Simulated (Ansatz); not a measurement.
# LiGeF3 (model cell, started as cubic perovskite with Ge in the octahedra): following an unstable mode, part 2 of 3

Aim: this structure of LiGeF3 (model cell, started as cubic perovskite with Ge in the octahedra) is to be tested for unstable modes, and one is followed downhill.

Ansatz 0.2.0; DFT r2SCAN, scalar-relativistic, plane waves, PAW; PAW set soft_1.

So far, highest frequency on the path or at a solved wavevector (cm⁻¹): step 2 (response at finite wavevector) 426. Also lowest frequency on the path (cm⁻¹): step 2 -308.

The structure was built from a prototype and need not be the compound's stable phase.

## 6. Relaxing from the distorted cell

Starting from the lowest point found, all atoms and the cell are let go, so that strain and other modes of the same symmetry can join in.

Contents of input.yaml:

```yaml
crystal:
  lattice:
    - [4.3400973773, 0.0, 0.0]
    - [0.0, 4.3400973773, 0.0]
    - [0.0, 0.0, 4.3400973773]
  atoms:
    - { symbol: Li, position: [0.0, 0.0133929375, 0.0] }
    - { symbol: Ge, position: [0.5, 0.4902585062, 0.5] }
    - { symbol: F, position: [0.5, 0.4793089247, 0.0] }
    - { symbol: F, position: [0.5, 0.0737310646, 0.5] }
    - { symbol: F, position: [0.0, 0.4793089247, 0.5] }
kpoints:
  mp_grid: { grid: [12, 12, 12] }
hamiltonian:
  xc: r2scan
  pseudopotentials: { kind: paw, azcp: { folder: soft_1 } }
scf:
  occupations: { method: fixed }
output:
  forces: true
  stress: true
  eigenvalues: true
relax:
  adjacent_minimum: "off"
  f_tol: 0.002
  max_steps: 120
  cell: { stress_tol: 0.03 }
```

Command:

```bash
ansatz run input.yaml --threads 8 --pin off --max-ram 16384MiB --backend cpu --events-out ev --progress --plain --runs-dir out
```

Numbers of over 12 decimals in the logs are rounded to 6 here.

The log of the run:

```text
[...]
Crystal: 5 atoms, lattice volume = 81.752 Å³
Basis set: ecut = 500 eV, 2103 PW (Γ), exchange–correlation on 128×128×128 points (64 copies of the dense FFT grid, shifted against one another)
Bands: 24, of which v1, the nominal top of the filled ones, is band 19 counted from 1 (18 counted from 0)
Symmetry: 8 space group operations
[...]
k-points: 196 of 1728 (time reversal used)
[...]
SCF iter   1: F=—  HF=-6941.297778 eV  |F-HF|=—  |Δ(HF+E_count)|=         —  Δρ=7.71e-2  dr2=5.32e0  dr2_τ=4.43e-2  ethr=3.10e-3  ⟨swp⟩=4.8  Hψ=19674  notcnv=0  defer=533
[...]
SCF iter  10: F=-6939.087385 eV  HF=-6939.087385 eV  |F-HF|=8.10e-8  |Δ(HF+E_count)|=   1.53e-6  Δρ=7.65e-6  dr2=4.72e-8  dr2_τ=2.04e-9  ethr=2.63e-10  ⟨swp⟩=9.4  Hψ=25143  notcnv=0
SCF 1 converged in 10 iterations: F = -6939.087385 eV  dr2 = 4.72e-8
[...]
relax step   1: F+E_penalty+E_count = -6939.08738529 eV  Δ(F+E_penalty+E_count) = +0.000e0 eV  max|allowed force component| = 1.031e0 eV/Å  Δτ_max = 0.0000 Å  P = +1.800 GPa  Ω = 81.752 Å³  (10 SCF iters, dr2 threshold 1.00e-7 eV, accepted)
Crystal: 5 atoms, lattice volume = 84.886 Å³
Basis set: ecut = 500 eV, 2161 PW (Γ), exchange–correlation on 128×128×128 points (64 copies of the dense FFT grid, shifted against one another)
[...]
iter 1 solved again at ethr=3.67e-4 eV; its pass at ethr=3.10e-3 eV (dr2=1.40e-1 eV) is discarded
[...]
SCF iter   8: F=-6939.282679 eV  HF=-6939.282679 eV  |F-HF|=2.29e-8  |Δ(HF+E_count)|=   1.88e-6  Δρ=1.14e-5  dr2=1.09e-7  dr2_τ=4.39e-9  ethr=1.32e-9  ⟨swp⟩=10.4  Hψ=23376  notcnv=0
SCF 2 converged in 8 iterations: F = -6939.282679 eV  dr2 = 1.09e-7
relax step   2: F+E_penalty+E_count = -6939.28267915 eV  Δ(F+E_penalty+E_count) = -1.953e-1 eV  max|allowed force component| = 4.151e-1 eV/Å  Δτ_max = 0.1066 Å  P = -0.782 GPa  Ω = 84.886 Å³  energy of the carried Pulay correction = -1.835e-3 eV  (8 SCF iters, dr2 threshold 5.00e-7 eV, accepted)
Crystal: 5 atoms, lattice volume = 86.592 Å³
Basis set: ecut = 500 eV, 2209 PW (Γ), exchange–correlation on 128×128×128 points (64 copies of the dense FFT grid, shifted against one another)
[...]
SCF iter   8: F=-6939.512807 eV  HF=-6939.512807 eV  |F-HF|=5.31e-8  |Δ(HF+E_count)|=   2.34e-6  Δρ=6.79e-6  dr2=6.01e-8  dr2_τ=2.49e-9  ethr=1.32e-9  ⟨swp⟩=10.6  Hψ=25011  notcnv=0
SCF 3 converged in 8 iterations: F = -6939.512807 eV  dr2 = 6.01e-8
relax step   3: F+E_penalty+E_count = -6939.51280662 eV  Δ(F+E_penalty+E_count) = -2.301e-1 eV  max|allowed force component| = 7.529e-1 eV/Å  Δτ_max = 0.1962 Å  P = -2.213 GPa  Ω = 86.592 Å³  energy of the carried Pulay correction = -2.786e-3 eV  (8 SCF iters, dr2 threshold 5.00e-7 eV, accepted)
[... from here on, the SCF cycles and remarks between the steps are left out ...]
relax step   4: F+E_penalty+E_count = -6939.73668334 eV  Δ(F+E_penalty+E_count) = -2.239e-1 eV  max|allowed force component| = 8.161e-1 eV/Å  Δτ_max = 0.1917 Å  P = -2.267 GPa  Ω = 86.948 Å³  energy of the carried Pulay correction = -2.981e-3 eV  (7 SCF iters, dr2 threshold 5.00e-7 eV, accepted)
relax step   5: F+E_penalty+E_count = -6939.95011434 eV  Δ(F+E_penalty+E_count) = -2.134e-1 eV  max|allowed force component| = 6.876e-1 eV/Å  Δτ_max = 0.1941 Å  P = -2.001 GPa  Ω = 87.244 Å³  energy of the carried Pulay correction = -3.142e-3 eV  (7 SCF iters, dr2 threshold 5.00e-7 eV, accepted)
relax step   6: F+E_penalty+E_count = -6940.13090012 eV  Δ(F+E_penalty+E_count) = -1.808e-1 eV  max|allowed force component| = 4.002e-1 eV/Å  Δτ_max = 0.1942 Å  P = -0.576 GPa  Ω = 86.694 Å³  energy of the carried Pulay correction = -2.842e-3 eV  (7 SCF iters, dr2 threshold 5.00e-7 eV, accepted)
relax step   7: F+E_penalty+E_count = -6940.20111276 eV  Δ(F+E_penalty+E_count) = -7.021e-2 eV  max|allowed force component| = 4.754e-1 eV/Å  Δτ_max = 0.1949 Å  P = +0.338 GPa  Ω = 86.824 Å³  energy of the carried Pulay correction = -2.913e-3 eV  (7 SCF iters, dr2 threshold 5.00e-7 eV, accepted)
relax step   8: F+E_penalty+E_count = -6940.22316176 eV  Δ(F+E_penalty+E_count) = -2.205e-2 eV  max|allowed force component| = 1.319e-1 eV/Å  Δτ_max = 0.0806 Å  P = +1.064 GPa  Ω = 88.420 Å³  energy of the carried Pulay correction = -3.772e-3 eV  (7 SCF iters, dr2 threshold 5.00e-7 eV, accepted)
relax step   9: F+E_penalty+E_count = -6940.23430673 eV  Δ(F+E_penalty+E_count) = -1.114e-2 eV  max|allowed force component| = 8.696e-2 eV/Å  Δτ_max = 0.0241 Å  P = +0.255 GPa  Ω = 90.330 Å³  energy of the carried Pulay correction = -4.766e-3 eV  (7 SCF iters, dr2 threshold 5.00e-7 eV, accepted)
relax step  10: F+E_penalty+E_count = -6940.23719525 eV  Δ(F+E_penalty+E_count) = -2.889e-3 eV  max|allowed force component| = 1.767e-2 eV/Å  Δτ_max = 0.0222 Å  P = -0.023 GPa  Ω = 92.138 Å³  energy of the carried Pulay correction = -5.676e-3 eV  (7 SCF iters, dr2 threshold 4.73e-7 eV, accepted)
relax step  11: F+E_penalty+E_count = -6940.23731836 eV  Δ(F+E_penalty+E_count) = -1.231e-4 eV  max|allowed force component| = 1.586e-2 eV/Å  Δτ_max = 0.0077 Å  P = -0.076 GPa  Ω = 92.531 Å³  energy of the carried Pulay correction = -5.870e-3 eV  (7 SCF iters, dr2 threshold 3.21e-8 eV, accepted)
relax step  12: F+E_penalty+E_count = -6940.23743632 eV  Δ(F+E_penalty+E_count) = -1.180e-4 eV  max|allowed force component| = 2.835e-2 eV/Å  Δτ_max = 0.0033 Å  P = +0.026 GPa  Ω = 92.378 Å³  energy of the carried Pulay correction = -5.794e-3 eV  (6 SCF iters, dr2 threshold 2.04e-8 eV, accepted)
relax step  13: F+E_penalty+E_count = -6940.23745357 eV  Δ(F+E_penalty+E_count) = -1.725e-5 eV  max|allowed force component| = 4.937e-3 eV/Å  Δτ_max = 0.0005 Å  P = +0.001 GPa  Ω = 92.388 Å³  energy of the carried Pulay correction = -5.799e-3 eV  (4 SCF iters, dr2 threshold 5.02e-8 eV, accepted)
relax step  14: F+E_penalty+E_count = -6940.23746603 eV  Δ(F+E_penalty+E_count) = -1.246e-5 eV  max|allowed force component| = 4.133e-4 eV/Å  Δτ_max = 0.0005 Å  P = -0.000 GPa  Ω = 92.366 Å³  energy of the carried Pulay correction = -5.788e-3 eV  (6 SCF iters, dr2 threshold 1.52e-9 eV, accepted)
relax step  15: F+E_penalty+E_count = -6940.24980305 eV  Δ(F+E_penalty+E_count) = -1.234e-2 eV  max|allowed force component| = 7.660e-3 eV/Å  Δτ_max = 0.0000 Å  P = +0.182 GPa  Ω = 92.366 Å³  stress off target by 5.01e-1 GPa  SCF on the basis re-selected at this cell (its energy is not comparable with the rows above)  (8 SCF iters)
relax step  16: F+E_penalty+E_count = -6940.25375176 eV  Δ(F+E_penalty+E_count) = -3.949e-3 eV  max|allowed force component| = 1.075e-2 eV/Å  Δτ_max = 0.0221 Å  P = +0.145 GPa  Ω = 93.934 Å³  energy of the carried Pulay correction = -8.190e-4 eV  (6 SCF iters, dr2 threshold 5.00e-7 eV, accepted)
relax step  17: F+E_penalty+E_count = -6940.25698088 eV  Δ(F+E_penalty+E_count) = -3.229e-3 eV  max|allowed force component| = 8.914e-2 eV/Å  Δτ_max = 0.0336 Å  P = +0.184 GPa  Ω = 97.249 Å³  energy of the carried Pulay correction = -2.477e-3 eV  (7 SCF iters, dr2 threshold 3.46e-7 eV, accepted)
relax step  18: F+E_penalty+E_count = -6940.25744171 eV  Δ(F+E_penalty+E_count) = -4.608e-4 eV  max|allowed force component| = 5.172e-2 eV/Å  Δτ_max = 0.0229 Å  P = +0.067 GPa  Ω = 99.459 Å³  energy of the carried Pulay correction = -3.531e-3 eV  (7 SCF iters, dr2 threshold 4.97e-7 eV, accepted)
relax step  19: F+E_penalty+E_count = -6940.25716941 eV  Δ(F+E_penalty+E_count) = +2.723e-4 eV  max|allowed force component| = 3.064e-2 eV/Å  Δτ_max = 0.0116 Å  P = +0.059 GPa  Ω = 101.051 Å³  energy of the carried Pulay correction = -4.268e-3 eV  (7 SCF iters, dr2 threshold 1.67e-7 eV, accepted)
relax step  20: F+E_penalty+E_count = -6940.25703089 eV  Δ(F+E_penalty+E_count) = +1.385e-4 eV  max|allowed force component| = 2.019e-2 eV/Å  Δτ_max = 0.0023 Å  P = -0.033 GPa  Ω = 101.416 Å³  energy of the carried Pulay correction = -4.433e-3 eV  (6 SCF iters, dr2 threshold 5.87e-8 eV, accepted)
relax step  21: F+E_penalty+E_count = -6940.25702383 eV  Δ(F+E_penalty+E_count) = +7.057e-6 eV  max|allowed force component| = 2.731e-3 eV/Å  Δτ_max = 0.0016 Å  P = +0.001 GPa  Ω = 101.462 Å³  energy of the carried Pulay correction = -4.454e-3 eV  (5 SCF iters, dr2 threshold 2.55e-8 eV, accepted)
relax step  22: F+E_penalty+E_count = -6940.25704776 eV  Δ(F+E_penalty+E_count) = -2.393e-5 eV  max|allowed force component| = 8.553e-4 eV/Å  Δτ_max = 0.0005 Å  P = +0.001 GPa  Ω = 101.409 Å³  energy of the carried Pulay correction = -4.430e-3 eV  (7 SCF iters, dr2 threshold 4.66e-10 eV, accepted)
relax step  23: F+E_penalty+E_count = -6940.26051103 eV  Δ(F+E_penalty+E_count) = -3.463e-3 eV  max|allowed force component| = 5.370e-3 eV/Å  Δτ_max = 0.0000 Å  P = -0.015 GPa  Ω = 101.409 Å³  stress off target by 1.75e-2 GPa  SCF on the basis re-selected at this cell (its energy is not comparable with the rows above)  (8 SCF iters)
relax step  24: F+E_penalty+E_count = -6940.26021808 eV  Δ(F+E_penalty+E_count) = +2.930e-4 eV  max|allowed force component| = 1.050e-1 eV/Å  Δτ_max = 0.0028 Å  P = +0.126 GPa  Ω = 101.409 Å³  (7 SCF iters, dr2 threshold 1.80e-9 eV, rejected (line search))
relax step  25: F+E_penalty+E_count = -6940.26051004 eV  Δ(F+E_penalty+E_count) = +9.919e-7 eV  max|allowed force component| = 8.394e-3 eV/Å  Δτ_max = 0.0004 Å  P = +0.002 GPa  Ω = 101.409 Å³  (10 SCF iters, rejected (line search))
relax step  26: F+E_penalty+E_count = -6940.26051185 eV  Δ(F+E_penalty+E_count) = -8.164e-7 eV  max|allowed force component| = 7.519e-4 eV/Å  Δτ_max = 0.0002 Å  P = -0.008 GPa  Ω = 101.409 Å³  (7 SCF iters, accepted)
[...]
SCF iter   3: F=-6940.260512 eV  HF=-6940.260512 eV  |F-HF|=3.64e-12  |Δ(HF+E_count)|=  5.46e-12  Δρ=7.12e-8  dr2=3.75e-12  dr2_τ=1.40e-13  ethr=1.00e-12  ⟨swp⟩=4.0  Hψ=19210  notcnv=0
SCF 27 converged in 3 iterations: F = -6940.260512 eV  dr2 = 3.75e-12
relax step  27: F+E_penalty+E_count = -6940.26051185 eV  Δ(F+E_penalty+E_count) = -5.457e-12 eV  max|allowed force component| = 7.523e-4 eV/Å  Δτ_max = 0.0000 Å  P = -0.008 GPa  Ω = 101.409 Å³  stress off target by 1.17e-2 GPa  SCF on the basis re-selected at this cell (its energy is not comparable with the rows above)  (3 SCF iters)
[...]
SCF converged after 3 iterations
Free energy (F): -6940.260512 eV
[...]
Internal energy: -6940.260512 eV  (E = F + TS)
E sigma→0 (E₀):  -6940.260512 eV
Fermi energy:    0.005324 eV
[...]
--- Forces (eV/Å), atoms counted from 1 ---
  atom   1  Li     0.00000000     0.00004864    -0.00000000
  atom   2  Ge     0.00000000     0.00075322     0.00000000
  atom   3  F      0.00000000    -0.00029754     0.00000000
  atom   4  F     -0.00000000    -0.00020196    -0.00000000
  atom   5  F     -0.00000000    -0.00029754     0.00000000
  max |Σ_I F_I| component: 4.83e-6 eV/Å
--- Stress (GPa, compression-positive) ---
       -0.011679       0.000000       0.000000
        0.000000      -0.001467      -0.000000
        0.000000      -0.000000      -0.011679
  P = ⅓ Tr σ = -0.0083 GPa (-0.083 kbar)
--- Band table (eV; the first three rows and the last of 196) ---
  k-point 0: bands = [... 15 lower, -3.7901, -2.6971, -2.6971, -1.5636, 5.5525, 7.1590, 7.7324, 7.7324, ... 1 higher]
  k-point 1: bands = [... 15 lower, -3.8182, -2.7308, -2.6965, -1.4886, 5.5745, 7.0686, 7.6165, 7.7287, ... 1 higher]
  k-point 2: bands = [... 15 lower, -3.8989, -2.7941, -2.6948, -1.3060, 5.5998, 6.7916, 7.5957, 7.7181, ... 1 higher]
  k-point 195: bands = [... 15 lower, -3.7487, -2.8765, -2.8765, 0.0053, 5.0263, 5.0263, 7.1660, 7.9756, ... 1 higher]
--- Relaxed structure (24 steps of the walk, 22 accepted, 3 SCFs on fresh bases) ---
  F+E_penalty+E_count = -6940.26051185 eV   max|allowed force component| = 7.523e-4 eV/Å   (the final SCF, on the basis selected at the relaxed cell)
  cell:  # Å, volume = 101.4095 Å³
    - [4.225129, 0, 0]
    - [0, 5.680658, 0.0]
    - [0, 0.0, 4.225129]
  atoms:
    - { symbol: Li, position: [0, 0.262692, 0] }
    - { symbol: Ge, position: [0.5, 0.435569, 0.5] }
    - { symbol: F, position: [0.5, 0.359694, 0] }
    - { symbol: F, position: [0.5, 0.118350, 0.5] }
    - { symbol: F, position: [0, 0.359694, 0.5] }
```

It took 3.8 min on 8 threads of AMD EPYC 7B13 (Zen 3), shared host; peak memory 1.1 GiB.

The steps of the relaxation (22 of 27):

```tsv
step	energy less that of the first step (eV)	largest force component (eV/Å)	pressure (GPa)	volume (Å³)
1	0.0000	1.0308	1.80	81.75
2	-0.1953	0.4151	-0.78	84.89
3	-0.4254	0.7529	-2.21	86.59
5	-0.8627	0.6876	-2.00	87.24
6	-1.0435	0.4002	-0.58	86.69
7	-1.1137	0.4754	0.34	86.82
8	-1.1358	0.1319	1.06	88.42
10	-1.1498	0.0177	-0.02	92.14
11	-1.1499	0.0159	-0.08	92.53
12	-1.1501	0.0284	0.03	92.38
13	-1.1501	0.0049	0.00	92.39
15*	-1.1624	0.0077	0.18	92.37
16	-1.1664	0.0107	0.14	93.93
17	-1.1696	0.0891	0.18	97.25
18	-1.1701	0.0517	0.07	99.46
20	-1.1696	0.0202	-0.03	101.42
21	-1.1696	0.0027	0.00	101.46
22	-1.1697	0.0009	0.00	101.41
23*	-1.1731	0.0054	-0.02	101.41
25	-1.1731	0.0084	0.00	101.41
26	-1.1731	0.0008	-0.01	101.41
27*	-1.1731	0.0008	-0.01	101.41
```

Relaxation steps marked * repeat the geometry before them on a plane-wave basis chosen anew for their cell, so energy and pressure can jump there. Other such steps can lie between the rows shown. Relaxation steps 24, 25 were tried and not accepted.

Forces are held to the 8 operations that the run works with; a distortion that breaks them can't arise in this run.

```tsv
cell as run	before	after	change
a (Å)	4.340	4.225	-2.6 %
b (Å)	4.340	5.681	+30.9 %
c (Å)	4.340	4.225	-2.6 %
volume (Å³/atom)	16.35	20.28	+24.0 %
```

The atoms that moved most (Å, as changes of fractional coordinates times the final cell):

```tsv
atom	dx	dy	dz	length
Li1	0.000	1.416	0.000	1.416
F3	0.000	-0.679	0.000	0.679
F5	0.000	-0.679	0.000	0.679
Ge2	0.000	-0.311	0.000	0.311
F4	0.000	0.253	0.000	0.253
```

The relaxed structure:

```cif
data_structure
_symmetry_space_group_name_H-M 'P 1'
_symmetry_Int_Tables_number 1
_cell_length_a 4.2251
_cell_length_b 5.6807
_cell_length_c 4.2251
_cell_angle_alpha 90.000
_cell_angle_beta 90.000
_cell_angle_gamma 90.000
_cell_volume 101.41
loop_
_atom_site_label
_atom_site_type_symbol
_atom_site_fract_x
_atom_site_fract_y
_atom_site_fract_z
_atom_site_occupancy
Li1 Li 0.00000 0.26269 0.00000 1
Ge2 Ge 0.50000 0.43557 0.50000 1
F3 F 0.50000 0.35969 0.00000 1
F4 F 0.50000 0.11835 0.50000 1
F5 F 0.00000 0.35969 0.50000 1
```

Numbers from this step:

```
pressure          : -0.008275 GPa
gap on the k-mesh : 4.747 eV
volume per atom   : 20.28 Å³
```

The distorted start has space group P4mm; the relaxation ends in P4mm.

## 7. The new phase in its own primitive cell

The relaxed structure is symmetrised, reduced to its primitive cell and relaxed tightly, as its phonons need.

input.yaml, the sections that differ from step 6:

```yaml
crystal:
  lattice:
    - [4.2251289971, 0.0, 0.0]
    - [0.0, 4.2251289971, 0.0]
    - [0.0, 0.0, 5.6806577287]
  atoms:
    - { symbol: Li, position: [0.0, 0.0, 0.7373075474] }
    - { symbol: Ge, position: [0.5, 0.5, 0.5644306156] }
    - { symbol: F, position: [0.5, 0.0, 0.6403059313] }
    - { symbol: F, position: [0.5, 0.5, 0.8816496166] }
    - { symbol: F, position: [0.0, 0.5, 0.6403059313] }
kpoints:
  mp_grid: { grid: [6, 6, 4] }
relax:
  adjacent_minimum: "off"
  f_tol: 0.001
  max_steps: 60
  cell: { stress_tol: 0.01 }
# hamiltonian, scf, output: as in step 6
```

The log of the run:

```text
[...]
Crystal: 5 atoms, lattice volume = 101.409 Å³
Basis set: ecut = 500 eV, 2573 PW (Γ), exchange–correlation on 128×128×180 points (64 copies of the dense FFT grid, shifted against one another)
Bands: 24, of which v1, the nominal top of the filled ones, is band 19 counted from 1 (18 counted from 0)
Symmetry: 8 space group operations
[...]
cell:  # Å, volume = 101.3612 Å³
    - [4.224353, 0.0, -1.5400825983099005e-19]
    - [0.0, 4.224353, 0.0]
    - [-2.0706307714936856e-19, 0.0, 5.680039]
  atoms:
    - { symbol: Li, position: [0, 0, 0.737420] }
    - { symbol: Ge, position: [0.5, 0.5, 0.564343] }
    - { symbol: F, position: [0.5, 0, 0.640305] }
    - { symbol: F, position: [0.5, 0.5, 0.881627] }
    - { symbol: F, position: [0, 0.5, 0.640305] }
[key lines of the parts left out:]
SCF converged after 5 iterations
Free energy (F): -6940.260498 eV
Fermi energy:    0.008205 eV
P = ⅓ Tr σ = 0.0001 GPa (0.001 kbar)
```

It took 8.5 s on 8 threads; peak memory 0.71 GiB.

Little changed from the start: no atom moved by 0.005 Å and no cell edge by 0.1 %.

Numbers from this step:

```
pressure           : 1.32e-4 GPa
volume per atom    : 20.27 Å³
direct gap on mesh : 5.023 eV
```

The largest force component left is 0.39 meV/Å and the pressure is 0.000 GPa, within the tolerances set. The cell now holds 20.27 Å³/atom.

(Continued in part 3 of 3.)

[Logs are printed without paths, hosts, clocks, repeated set-up lines and the standing remarks that a program may print on its own settings, such as how far it seeks lower states.]

[Hosts, paths, dates, database ids (printed as entryN), source tags and the programs' standing remarks are cut or masked in the printed files.]
